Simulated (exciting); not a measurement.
Consider TiNCl, space group Pmmn.

```xyz
6
Lattice="3.2580 0.0000 0.0000 0.0000 3.9370 0.0000 0.0000 0.0000 7.8030" Properties=species:S:1:pos:R:3 pbc="T T T"
Ti    1.6290    0.0000    7.0227
Ti    0.0000    1.9685    0.7803
Cl    0.0000    0.0000    5.2280
Cl    1.6290    1.9685    2.5750
N     0.0000    0.0000    0.3901
N     1.6290    1.9685    7.4128
```

Absorber: atom 1, with 4 N at 2.01 Å and 2 Cl at 2.42 Å (distorted octahedral, site symmetry mm2). Method: exciting, all-electron LAPW+lo, LDA, spinor conduction states, exchange and screened direct term (singlet BSE), 2×2×1 shifted k points, 26 conduction spinor bands, |G+q| up to 4 bohr⁻¹ (4.3 in the exchange term), full RPA screening with nempty = 75, Lorentzian half width 0.25 eV.

Q: Predict the Ti L₂,₃ near-edge structure at this level.

Bound core exciton? Yes on this mesh: the first bright state (over 5 % of the brightest) lies at -1.60 eV from the Kohn–Sham onset and at -2.03 eV from the lowest bare transition of its own mesh; weaker or dark states reach down to -2.17 eV. Maxima (height): -1.6 eV (0.87), -0.2 eV (0.80), 1.4 eV (0.32), 1.8 eV (0.37), 4.1 eV (1.00) and 5.5 eV (0.62).

Energy from the Kohn–Sham onset, core level to the lowest empty state found on the meshes used; Im ε in relative units:

```
E (eV)  Im ε
 -4.00  0.02
 -3.75  0.02
 -3.50  0.02
 -3.25  0.03
 -3.00  0.04
 -2.75  0.05
 -2.50  0.08
 -2.25  0.14
 -2.00  0.27
 -1.75  0.58
 -1.50  0.84
 -1.25  0.42
 -1.00  0.25
 -0.75  0.27
 -0.50  0.46
 -0.25  0.74
  0.00  0.75
  0.25  0.51
  0.50  0.32
  0.75  0.25
  1.00  0.24
  1.25  0.30
  1.50  0.31
  1.75  0.34
  2.00  0.32
  2.25  0.16
  2.50  0.10
  2.75  0.09
  3.00  0.10
  3.25  0.12
  3.50  0.19
  3.75  0.40
  4.00  0.90
  4.25  0.76
  4.50  0.37
  4.75  0.24
  5.00  0.27
  5.25  0.47
  5.50  0.61
  5.75  0.47
  6.00  0.29
  6.25  0.19
  6.50  0.17
  6.75  0.18
  7.00  0.22
  7.25  0.23
  7.50  0.27
```

Binding energies aren't converged on 4 k points, and the weak maxima beyond the white lines are largely noise of the mesh. The multiplet shape isn't converged in the kernel cutoffs, and the cutoff of the direct term wasn't varied. Measured L₃ and L₂ lines of such d⁰ ions are about equally strong. The zero comes from the unshifted 4×4×2 ground-state mesh; it is exact only where the band minimum lies on that mesh. The structure is a published determination, not relaxed.

[Banner, clock and machine lines of the logs are left out without a mark of their own.]

[Logs are printed without paths, hosts, clocks, repeated set-up lines and the standing remarks that a program may print on its own settings, such as how far it seeks lower states.]

[Hosts, paths, dates, database ids (printed as entryN), source tags and the programs' standing remarks are cut or masked in the printed files.]
